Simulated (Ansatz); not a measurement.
# How the geometry moves the gap of SiO2 (Quartz)

How far does the choice of cell move the gap? The case is SiO2 (Quartz).

Program: Ansatz 0.2.0. Level of theory: LDA, HSE06 and G0W0, plane waves, PAW. Values are calculated unless marked as measured.

**1. Set-up**

It takes space group P3_121 (No. 152, trigonal). The conventional cell has a = 4.916 Å, b = 4.916 Å, c = 5.409 Å, α = 90.00°, β = 90.00°, γ = 120.00°. Si has 4 O at 1.61 Å nearest. O has 2 Si at 1.61 Å nearest. Farther neighbours, and contacts between anions beyond the nearest, are not listed.

The cell and positions come from the Crystallography Open Database and are kept as given unless a step says otherwise. The default PAW set here is soft_2. Its files were made with PBE.

**2. LDA bands at the given cell**

Levels along a band path, at the cheap level, show where the edges lie and whether the meshes to come will hold them.

This step: DFT, LDA, plane waves, PAW.

The input, input.yaml:

```yaml
crystal:
  lattice:
    - [4.9158, 0.0, 0.0]
    - [-2.4579, 4.2572076799, 0.0]
    - [0.0, 0.0, 5.4091]
  atoms:
    - { symbol: Si, position: [0.5303, 0.0, 0.3333333333] }
    - { symbol: Si, position: [0.0, 0.5303, 0.6666666667] }
    - { symbol: Si, position: [0.4697, 0.4697, 0.0] }
    - { symbol: O, position: [0.1462, 0.4142, 0.881] }
    - { symbol: O, position: [0.5858, 0.732, 0.2143333333] }
    - { symbol: O, position: [0.268, 0.8538, 0.5476666667] }
    - { symbol: O, position: [0.4142, 0.1462, 0.119] }
    - { symbol: O, position: [0.732, 0.5858, 0.7856666667] }
    - { symbol: O, position: [0.8538, 0.268, 0.4523333333] }
kpoints:
  mp_grid: { grid: [6, 6, 4] }
  band_path:
    path:
      - [[0.0, 0.0, 0.0], [0.5, 0.0, 0.0], [0.33333333, 0.33333333, 0.0], [0.0, 0.0, 0.0], [0.0, 0.0, 0.5], [0.5, 0.0, 0.5], [0.33333333, 0.33333333, 0.5], [0.0, 0.0, 0.5]]
      - [[0.5, 0.0, 0.5], [0.5, 0.0, 0.0]]
      - [[0.33333333, 0.33333333, 0.5], [0.33333333, 0.33333333, 0.0]]
    npoints: 10
hamiltonian:
  xc: lda
scf:
  occupations: { method: fermi_dirac, width: 0.02 }
  n_extra_bands: 7
output:
  eigenvalues: true
  forces: true
  stress: true
  write_density: true
  write_potential: true
  elf: true
  volumetric_format: npy
```

On the command line:

```bash
ansatz run input.yaml --threads 3 --pin off --max-ram 92160MiB --backend cuda --events-out ev --progress --plain --runs-dir out --devices 1 --max-vram 13GiB
```

Log:

```text
scf.n_extra_bands = 7 over 24 filled bands (N_el = 48.0): the run solves 31 bands
GPUs: using 1 of 1 available (devices: 1).
Engine: ansatz 0.2.0, x86_64-unknown-linux-gnu
Pseudopotentials: kind: paw
Pseudopotential: Si, paw, valence charge 4, recommended cutoff 420 eV (normal), Si.paw.azcp
Pseudopotential: O, paw, valence charge 6, recommended cutoff 420 eV (normal), O.paw.azcp
Functional definition: SPW92
  exchange = slater_x
  correlation = pw_c
device memory: the entry about to start is reckoned to put 1.6 GiB on a device that reports 40.8 GiB free (of which the cap on the GPU budget leaves the run 13.0 GiB)
GPU FFT provider: cuFFT
GPU libraries: cuBLAS 13.8.2, cuFFT 12.4.0, cuSOLVER 12.3.4
Crystal: 9 atoms, lattice volume = 113.199 Å³
Basis set: ecut = 420 eV, 2209 PW (Γ)
Bands: 31, of which v1, the nominal top of the filled ones, is band 24 counted from 1 (23 counted from 0)
Symmetry: 6 space group operations
Space group: P3121 (ITA 152), of the structure as read, at distance tolerance 4.8e-5 Å
k-points: 24 of 144 (time reversal used)
Non-local potential: Si, projectors of the file, l = 0: 2, l = 1: 2, l = 2: 2
Non-local potential: O, projectors of the file, l = 0: 2, l = 1: 2, l = 2: 1
PAW form: soft (Blöchl's): semilocal exchange-correlation on the pseudo side does not see the compensation charge
PAW frozen core: Si, regenerated for the run's functional, and the local potential with it (the file was generated under x = pbe(κ = 0.804, μ = 0.219515), c = pbe(β = 0.066725))
PAW frozen core: O, regenerated for the run's functional, and the local potential with it (the file was generated under x = pbe(κ = 0.804, μ = 0.219515), c = pbe(β = 0.066725))
PAW one-centre angular grid: Si, 110 points (default); XC on 64 Gauss nodes
PAW one-centre angular grid: O, 110 points (default); XC on 64 Gauss nodes
Initial density: superposition of atomic densities (neutral atoms: chi_scale 0, normalization atom), corrected by the library's trained network
Initial wavefunctions: pseudopotential atomic-orbital guess
GPU buffer pool allocated for 51840 grid points (all kernels)
GPU transforms: local potential and band sums: pruned to the plane-wave sphere, on 36×36×40
Functional: x = slater, c = lda
SCF iter   1: F=—  HF=-5168.207073 eV  |F-HF|=—  |Δ(HF+E_count)|=         —  Δρ=1.38e-2  dr2=1.93e-1  ethr=1.77e-3  ⟨swp⟩=7.9  Hψ=4064  notcnv=0
preconditioner: auto → Resta (q_TF=auto, 2.365 Å⁻¹)  ε∞=3.2  [insulator: Δε(μ)=5.589 eV  Ē_g=16.144 eV  σ=0.020 eV  W_gap=1.00  n_scr=22 (ndim 8)  ℏωp=24.2 eV  f_vac=0.113  D(μ)=0.00/eV (n_scr^D=0)  ε∞_Penn≈3.2]
SCF iter   2: F=—  HF=-5168.152618 eV  |F-HF|=—  |Δ(HF+E_count)|=   5.45e-2  Δρ=3.54e-3  dr2=5.62e-3  ethr=4.03e-4  ⟨swp⟩=2.2  Hψ=1485  notcnv=0  defer=24
SCF iter   3: F=—  HF=-5168.151274 eV  |F-HF|=—  |Δ(HF+E_count)|=   1.34e-3  Δρ=1.72e-3  dr2=1.99e-3  ethr=1.17e-5  ⟨swp⟩=1.8  Hψ=825  notcnv=0  defer=24
SCF iter   4: F=—  HF=-5168.150758 eV  |F-HF|=—  |Δ(HF+E_count)|=   5.16e-4  Δρ=1.49e-4  dr2=3.50e-5  ethr=4.14e-6  ⟨swp⟩=2.0  Hψ=1150  notcnv=0  defer=24
SCF iter   5: F=—  HF=-5168.150843 eV  |F-HF|=—  |Δ(HF+E_count)|=   8.44e-5  Δρ=4.66e-5  dr2=1.51e-6  ethr=7.28e-8  ⟨swp⟩=3.0  Hψ=1296  notcnv=0  defer=24
SCF iter   6: F=-5168.150843 eV  HF=-5168.150843 eV  |F-HF|=2.51e-8  |Δ(HF+E_count)|=   1.62e-7  Δρ=5.93e-6  dr2=3.33e-8  ethr=2.08e-10  ⟨swp⟩=15.1  Hψ=6057  notcnv=0
SCF 1 converged in 6 iterations: F = -5168.150843 eV  dr2 = 3.33e-8
[...]
device memory: the entry about to start is reckoned to put 1.8 GiB on a device that reports 37.8 GiB free (of which the cap on the GPU budget leaves the run 13.0 GiB)
NSCF: frozen V_eff on 93 k-points
SCF converged after 6 iterations
Free energy (F): -5168.150843 eV
Harris-Foulkes:  -5168.150843 eV  (|F-HF|=2.51e-8)
Internal energy: -5168.150843 eV  (E = F + TS)
E sigma→0 (E₀):  -5168.150843 eV
Fermi energy:    5.088418 eV
--- Per-component energies (eV) ---
  E_band       = -219.879820
  E_kinetic    = 1202.099847
  E_local      = -2959.186396  (includes V_loc(G=0)·N_el)
  E_nonlocal   = 376.738716
  E_hartree    = 1052.129328
  E_xc         = -602.558545
  E_vxc        = -705.166335  (∫ρ·V_xc dr)
  E_paw        = -2349.249354  (= ΣΔE_a)
  E_vpaw       = -238.635944  (= ΣTr[D̂ρ^β])
  E_aug_tail   = 0.015944  (compensation charges beyond the density's cutoff)
  E_ewald      = -1888.974903
  E_core_change = 0.834521  (= ΣΔE_core)
  E_smearing   = -0.000000  (= −TS)
  E_closure    = -0.000000  (closes the sum)
  Σ components = -5168.150843   (vs F -5168.150843, Δ=0.00e0)
--- Forces (eV/Å), atoms counted from 1 ---
  atom   1  Si    -0.00595202    -0.00000000    -0.00000000
  atom   2  Si     0.00297601    -0.00515460     0.00000000
  atom   3  Si     0.00297601     0.00515460    -0.00000000
  atom   4  O     -0.01128619    -0.04492869     0.01724896
  atom   5  O      0.04455248     0.01269022     0.01724896
  atom   6  O     -0.03326629     0.03223847     0.01724896
  atom   7  O     -0.03326629    -0.03223847    -0.01724896
  atom   8  O     -0.01128619     0.04492869    -0.01724896
  atom   9  O      0.04455248    -0.01269022    -0.01724896
  max |Σ_I F_I| component: 3.82e-17 eV/Å
--- Stress (GPa, compression-positive) ---
       -0.426623       0.000000       0.000000
        0.000000      -0.426623       0.000000
        0.000000       0.000000      -0.483992
  P = ⅓ Tr σ = -0.4457 GPa (-4.457 kbar)
--- Band table (eV; the first three rows and the last of 24) ---
  k-point 0: bands = [... 20 lower, 1.1786, 1.5004, 1.8685, 1.8685, 7.9425, 11.2105, 11.2105, 11.6842, ... 3 higher]
  k-point 1: bands = [... 20 lower, 1.1005, 1.6552, 1.9661, 2.0978, 8.5411, 11.0665, 11.1197, 11.1710, ... 3 higher]
  k-point 2: bands = [... 20 lower, 0.9653, 1.9803, 1.9803, 2.1041, 9.8854, 9.8854, 10.8930, 11.6746, ... 3 higher]
  k-point 23: bands = [... 20 lower, 1.2425, 1.4177, 1.5954, 1.5954, 11.0661, 11.6831, 11.6831, 12.0188, ... 3 higher]
```

The job ended after 14 s (1 × NVIDIA H100 80GB HBM3 (shared by 6 runs) with 3 threads of AMD EPYC 7R13 (Zen 3), shared host; peak memory 0.94 GiB).

Reading the cycles: dr2 is the Hartree energy of the density residual (eV), the measure of convergence; HF is the Harris–Foulkes estimate of the energy, which meets the free energy F at convergence.

This step gave:

```
pressure             : -0.4457 GPa
filled bands         : 24
gap                  : 5.749 eV
valence top at       : K
conduction bottom at : Γ
least direct gap     : 6.051 eV
```

The gap is indirect, with the least direct gap 0.30 eV higher.

**3. Relaxing cell and ions**

A relaxation comes first: leftover forces or stress would pass straight into the levels.

input.yaml, the sections that differ from step 2:

```yaml
kpoints:
  mp_grid: { grid: [6, 6, 4] }
scf:
  occupations: { method: fermi_dirac, width: 0.02 }
relax:
  f_tol: 0.01
  max_steps: 60
  cell: {}
# crystal, hamiltonian: as in step 2
# output: removed
```

Log:

```text
GPUs: using 1 of 1 available (devices: 1).
[...]
GPU FFT provider: cuFFT
GPU libraries: cuBLAS 13.8.2, cuFFT 12.4.0, cuSOLVER 12.3.4
Crystal: 9 atoms, lattice volume = 113.199 Å³
Basis set: ecut = 420 eV, 2209 PW (Γ)
Bands: 33, of which v1, the nominal top of the filled ones, is band 24 counted from 1 (23 counted from 0)
Symmetry: 6 space group operations
[...]
k-points: 24 of 144 (time reversal used)
[...]
GPU buffer pool allocated for 51840 grid points (all kernels)
[...]
SCF iter   1: F=—  HF=-5168.207245 eV  |F-HF|=—  |Δ(HF+E_count)|=         —  Δρ=1.38e-2  dr2=1.94e-1  ethr=1.77e-3  ⟨swp⟩=7.3  Hψ=4333  notcnv=0  defer=2
[...]
SCF iter   6: F=-5168.150843 eV  HF=-5168.150843 eV  |F-HF|=2.70e-8  |Δ(HF+E_count)|=   2.85e-7  Δρ=6.07e-6  dr2=3.38e-8  ethr=2.08e-10  ⟨swp⟩=4.6  Hψ=2691  notcnv=0
SCF 1 converged in 6 iterations: F = -5168.150843 eV  dr2 = 3.38e-8
[...]
relax step   1: F+E_penalty+E_count = -5168.15084273 eV  Δ(F+E_penalty+E_count) = +0.000e0 eV  max|allowed force component| = 4.492e-2 eV/Å  Δτ_max = 0.0000 Å  P = -0.446 GPa  Ω = 113.199 Å³  (6 SCF iters, dr2 threshold 1.00e-7 eV, accepted)
[...]
relax step   2: F+E_penalty+E_count = -5168.15358355 eV  Δ(F+E_penalty+E_count) = -2.741e-3 eV  max|allowed force component| = 4.703e-2 eV/Å  Δτ_max = 0.0028 Å  P = -0.188 GPa  Ω = 112.916 Å³  energy of the carried Pulay correction = +1.477e-3 eV  (4 SCF iters, dr2 threshold 5.84e-7 eV, accepted)
[...]
relax step   4: F+E_penalty+E_count = -5168.16636035 eV  Δ(F+E_penalty+E_count) = -3.306e-3 eV  max|allowed force component| = 6.358e-2 eV/Å  Δτ_max = 0.0308 Å  P = -1.151 GPa  Ω = 111.317 Å³  energy of the carried Pulay correction = +9.871e-3 eV  (6 SCF iters, dr2 threshold 3.89e-7 eV, accepted)
[...]
relax step   6: F+E_penalty+E_count = -5168.16036567 eV  Δ(F+E_penalty+E_count) = +1.232e-2 eV  max|allowed force component| = 4.141e-3 eV/Å  Δτ_max = 0.0000 Å  P = -0.169 GPa  Ω = 110.591 Å³  stress off target by 1.84e-1 GPa  SCF on the basis re-selected at this cell (its energy is not comparable with the rows above)  (5 SCF iters)
[...]
relax step   8: F+E_penalty+E_count = -5168.16034174 eV  Δ(F+E_penalty+E_count) = +2.678e-3 eV  max|allowed force component| = 1.134e-3 eV/Å  Δτ_max = 0.0000 Å  P = -0.033 GPa  Ω = 110.146 Å³  stress off target by 3.31e-2 GPa  SCF on the basis re-selected at this cell (its energy is not comparable with the rows above)  (5 SCF iters)
[...]
SCF converged after 5 iterations
Free energy (F): -5168.160342 eV
[...]
Internal energy: -5168.160342 eV  (E = F + TS)
E sigma→0 (E₀):  -5168.160342 eV
Fermi energy:    5.385863 eV
[...]
--- Forces (eV/Å), atoms counted from 1 ---
  atom   1  Si     0.00005385    -0.00000000     0.00000000
  atom   2  Si    -0.00002692     0.00004663    -0.00000000
  atom   3  Si    -0.00002692    -0.00004663     0.00000000
  atom   4  O     -0.00113439     0.00016923    -0.00019652
  atom   5  O      0.00042063    -0.00106703    -0.00019652
  atom   6  O      0.00071376     0.00089779    -0.00019652
  atom   7  O      0.00071376    -0.00089779     0.00019652
  atom   8  O     -0.00113439    -0.00016923     0.00019652
  atom   9  O      0.00042063     0.00106703     0.00019652
  max |Σ_I F_I| component: 4.73e-17 eV/Å
--- Stress (GPa, compression-positive) ---
       -0.033090       0.000000      -0.000000
        0.000000      -0.033090      -0.000000
       -0.000000      -0.000000      -0.031886
  P = ⅓ Tr σ = -0.0327 GPa (-0.327 kbar)
--- Band table (eV; the first three rows and the last of 24) ---
  k-point 0: bands = [... 20 lower, 1.4034, 1.6116, 2.1608, 2.1608, 8.2789, 11.5142, 11.5142, 12.1596, ... 5 higher]
  k-point 1: bands = [... 20 lower, 1.3138, 1.7865, 2.2581, 2.3423, 8.8926, 11.3604, 11.4829, 11.5568, ... 5 higher]
  k-point 2: bands = [... 20 lower, 1.1736, 2.1651, 2.1651, 2.3836, 10.2584, 10.2584, 11.2544, 11.9445, ... 5 higher]
  k-point 23: bands = [... 20 lower, 1.5090, 1.6983, 1.8734, 1.8734, 11.4191, 11.9667, 11.9667, 12.3277, ... 5 higher]
--- Relaxed structure (6 steps of the walk, 6 accepted, 2 SCFs on fresh bases) ---
  F+E_penalty+E_count = -5168.16034174 eV   max|allowed force component| = 1.134e-3 eV/Å   (the final SCF, on the basis selected at the relaxed cell)
  cell:  # Å, volume = 110.1455 Å³
    - [4.868161, 3.525990e-18, 0]
    - [-2.434081, 4.215951, 0]
    - [0, 0, 5.366689]
  atoms:
    - { symbol: Si, position: [0.535025, -2.189101e-19, 0.333333] }
    - { symbol: Si, position: [5.551115e-17, 0.535025, 0.666667] }
    - { symbol: Si, position: [0.464975, 0.464975, 0] }
    - { symbol: O, position: [0.135482, 0.411233, 0.887587] }
    - { symbol: O, position: [0.588767, 0.724249, 0.220921] }
    - { symbol: O, position: [0.275751, 0.864518, 0.554254] }
    - { symbol: O, position: [0.411233, 0.135482, 0.112413] }
    - { symbol: O, position: [0.724249, 0.588767, 0.779079] }
    - { symbol: O, position: [0.864518, 0.275751, 0.445746] }
```

The job ended after 13 s (1 × NVIDIA H100 80GB HBM3 (shared by 6 runs) with 3 threads; peak memory 0.94 GiB).

The steps of the relaxation:

| step | energy less that of the first step (eV) | largest force component (eV/Å) | pressure (GPa) | volume (Å³) |
| --- | --- | --- | --- | --- |
| 1 | 0.0000 | 0.0449 | -0.45 | 113.20 |
| 2 | -0.0027 | 0.0470 | -0.19 | 112.92 |
| 3 | -0.0122 | 0.0368 | 0.31 | 111.79 |
| 4 | -0.0155 | 0.0636 | -1.15 | 111.32 |
| 5 | -0.0218 | 0.0041 | 0.02 | 110.59 |
| 6* | -0.0095 | 0.0041 | -0.17 | 110.59 |
| 7 | -0.0122 | 0.0012 | -0.01 | 110.15 |
| 8* | -0.0095 | 0.0011 | -0.03 | 110.15 |

Relaxation steps marked * repeat the geometry before them on a plane-wave basis chosen anew for their cell, so energy and pressure can jump there.

Forces are held to the 6 operations that the program found; a distortion that breaks them can't arise in this run.

| conventional cell, symmetrised | before | after | change |
| --- | --- | --- | --- |
| a (Å) | 4.916 | 4.868 | -1.0 % |
| b (Å) | 4.916 | 4.868 | -1.0 % |
| c (Å) | 5.409 | 5.367 | -0.8 % |
| volume (Å³/atom) | 12.58 | 12.24 | -2.7 % |

The atoms that moved most (Å, as changes of fractional coordinates times the final cell):

| atom | dx | dy | dz | length |
| --- | --- | --- | --- | --- |
| O5 | 0.033 | -0.033 | 0.035 | 0.059 |
| O8 | -0.045 | 0.013 | -0.035 | 0.059 |
| O7 | 0.012 | -0.045 | -0.035 | 0.059 |
| O4 | -0.045 | -0.013 | 0.035 | 0.059 |
| O6 | 0.012 | 0.045 | 0.035 | 0.059 |
| O9 | 0.033 | 0.033 | -0.035 | 0.059 |
| Si3 | -0.012 | -0.020 | 0.000 | 0.023 |
| Si2 | -0.012 | 0.020 | 0.000 | 0.023 |

The relaxed structure:

```cif
data_structure
_symmetry_space_group_name_H-M 'P 1'
_symmetry_Int_Tables_number 1
_cell_length_a 4.8682
_cell_length_b 4.8682
_cell_length_c 5.3667
_cell_angle_alpha 90.000
_cell_angle_beta 90.000
_cell_angle_gamma 120.000
_cell_volume 110.15
loop_
_atom_site_label
_atom_site_type_symbol
_atom_site_fract_x
_atom_site_fract_y
_atom_site_fract_z
_atom_site_occupancy
Si1 Si 0.53503 0.00000 0.33333 1
Si2 Si 0.00000 0.53503 0.66667 1
Si3 Si 0.46497 0.46497 0.00000 1
O4 O 0.13548 0.41123 0.88759 1
O5 O 0.58877 0.72425 0.22092 1
O6 O 0.27575 0.86452 0.55425 1
O7 O 0.41123 0.13548 0.11241 1
O8 O 0.72425 0.58877 0.77908 1
O9 O 0.86452 0.27575 0.44575 1
```

**4. LDA at the relaxed cell**

The input, input.yaml:

```yaml
crystal:
  lattice:
    - [4.8681610559, 0.0, 0.0]
    - [-2.4340805279, 4.2159511441, 0.0]
    - [0.0, 0.0, 5.3666889588]
  atoms:
    - { symbol: Si, position: [0.5350254852, 0.0, 0.3333333333] }
    - { symbol: Si, position: [0.0, 0.5350254852, 0.6666666667] }
    - { symbol: Si, position: [0.4649745148, 0.4649745148, 0.0] }
    - { symbol: O, position: [0.1354822633, 0.4112330807, 0.8875873474] }
    - { symbol: O, position: [0.5887669193, 0.7242491826, 0.2209206808] }
    - { symbol: O, position: [0.2757508174, 0.8645177367, 0.5542540141] }
    - { symbol: O, position: [0.4112330807, 0.1354822633, 0.1124126526] }
    - { symbol: O, position: [0.7242491826, 0.5887669193, 0.7790793192] }
    - { symbol: O, position: [0.8645177367, 0.2757508174, 0.4457459859] }
kpoints:
  mp_grid: { grid: [6, 6, 4] }
  band_path:
    path:
      - [[0.0, 0.0, 0.0], [0.5, 0.0, 0.0], [0.33333333, 0.33333333, 0.0], [0.0, 0.0, 0.0], [0.0, 0.0, 0.5], [0.5, 0.0, 0.5], [0.33333333, 0.33333333, 0.5], [0.0, 0.0, 0.5]]
      - [[0.5, 0.0, 0.5], [0.5, 0.0, 0.0]]
      - [[0.33333333, 0.33333333, 0.5], [0.33333333, 0.33333333, 0.0]]
    npoints: 10
hamiltonian:
  xc: lda
scf:
  occupations: { method: fermi_dirac, width: 0.02 }
  n_extra_bands: 7
output:
  eigenvalues: true
  forces: true
  stress: true
```

Log:

```text
[...]
GPUs: using 1 of 1 available (devices: 1).
[...]
GPU FFT provider: cuFFT
GPU libraries: cuBLAS 13.8.2, cuFFT 12.4.0, cuSOLVER 12.3.4
Crystal: 9 atoms, lattice volume = 110.146 Å³
Basis set: ecut = 420 eV, 2171 PW (Γ)
Bands: 31, of which v1, the nominal top of the filled ones, is band 24 counted from 1 (23 counted from 0)
Symmetry: 6 space group operations
[...]
k-point 0: bands = [... 20 lower, 1.4034, 1.6116, 2.1608, 2.1608, 8.2789, 11.5143, 11.5143, 12.1596, ... 3 higher]
  k-point 1: bands = [... 20 lower, 1.3138, 1.7866, 2.2581, 2.3423, 8.8927, 11.3605, 11.4830, 11.5568, ... 3 higher]
  k-point 2: bands = [... 20 lower, 1.1736, 2.1652, 2.1652, 2.3836, 10.2584, 10.2584, 11.2545, 11.9445, ... 3 higher]
  k-point 23: bands = [... 20 lower, 1.5090, 1.6984, 1.8735, 1.8735, 11.4191, 11.9668, 11.9668, 12.3277, ... 3 higher]
[key lines of the parts left out:]
SCF converged after 6 iterations
Free energy (F): -5168.160342 eV
Fermi energy:    5.385884 eV
P = ⅓ Tr σ = -0.0329 GPa (-0.329 kbar)
```

Wall time 9.9 s (1 × NVIDIA H100 80GB HBM3 (shared by 6 runs) with 3 threads); peak memory 0.92 GiB.

Read from the output:

| Quantity | Value |
| --- | --- |
| pressure | -0.03288 GPa |
| gap | 5.823 eV |
| valence top at | K |
| conduction bottom at | Γ |
| least direct gap | 6.106 eV |

The gap is indirect, with the least direct gap 0.28 eV higher.

(Part 1 of 2 ends here.)

[Long decimals in the printed logs are rounded to 6 places.]

[Logs are printed without paths, hosts, clocks, repeated set-up lines and the standing remarks that a program may print on its own settings, such as how far it seeks lower states.]

[Paths, hosts, dates, memory and timing lines, banners, echoed tables and standing remarks are left out of the program output; an Ansatz launch command may be rebuilt from the run's recorded settings. Measured values are a selection of at most five: reports struck by readers or far from the other reports are left out. None is set beside runs whose start may be inverted or whose files or cutoffs have a known fault.]

[Runs of the session that timed out or met a known fault of the program may be left out.]

[Cells called generated may have been cut or substituted from an entry of the Crystallography Open Database or the Materials Project.]

[Hosts, paths, dates, database ids (printed as entryN), source tags and the programs' standing remarks are cut or masked in the printed files.]

[Where the starting crystal was built by hand or by swapping elements, it need not be the compound's stable phase.]
